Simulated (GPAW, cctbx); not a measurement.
## Reading charge transfer from structure factors

FeBi3, Pm-3m (no. 221), a = 4.7935 Å, b = 4.7935 Å, c = 4.7935 Å, α = 90.00°, β = 90.00°, γ = 90.00°.

```csv
atom,mult.,x,y,z
Bi1,3,0,1/2,1/2
Fe1,1,0,0,0
```

The start was made by putting kin elements into a known structure type; the compound need not exist, or be stable, in this form.

Absolute values of the static structure factors of the conventional cell from DFT (PBE, GPAW) against free spherical atoms, in electrons:

```csv
hkl,d (Å),free atoms,crystal
010,4.793,54.50,54.37
011,3.389,52.62,52.50
111,2.768,235.97,235.95
020,2.397,228.09,228.06
021,2.144,48.69,48.58
121,1.957,47.69,47.62
022,1.695,205.15,205.29
122,1.598,45.21,45.18
030,1.598,45.21,45.06
031,1.516,44.50,44.40
```

**Question.** Which way does charge move, and which reflections show it best?

Project each element's phase sum on the total phase. |F| rises if density moves to atoms that scatter in phase and falls if it moves to atoms that scatter against it; the rule is for low angles, since changes of shape take over beyond. Where all elements are in phase the terms compete, and the compactness of the donor's and the acceptor's density matters too.

| hkl | Bi in phase | Fe in phase | change (e) | (%) |
| --- | --- | --- | --- | --- |
| 010 | +1.0 | -1.0 | -0.13 | -0.2 |
| 011 | +1.0 | -1.0 | -0.12 | -0.2 |
| 111 | +3.0 | +1.0 | -0.02 | 0.0 |
| 020 | +3.0 | +1.0 | -0.04 | 0.0 |
| 021 | +1.0 | -1.0 | -0.11 | -0.2 |
| 121 | +1.0 | -1.0 | -0.08 | -0.2 |
| 022 | +3.0 | +1.0 | +0.14 | +0.1 |
| 122 | +1.0 | -1.0 | -0.03 | -0.1 |

Low-angle reflections that set elements apart and change by more than 0.05 e: 010, 011, 021 and 121. The signs fit a gain of density on Fe and a loss on Bi. The best witness is 010, -0.2 %, where Fe enters with -1.0. The real-space density agrees: Voronoi charges Bi +0.03, Fe -0.10 e. The shortest bond, Bi–Bi, has Δρ = +0.01 e/Å³ at its midpoint, with no localised bond charge. Limits: a ferromagnetic start is the only order tried, and the real ground state may be antiferromagnetic or insulating.

[Outputs are excerpts: Python notices, other lines and further rows are left out; steps that failed or that the build refused (PBEsol, TPSS) are not shown.]

[Logs are printed without paths, hosts, clocks, repeated set-up lines and the standing remarks that a program may print on its own settings, such as how far it seeks lower states.]
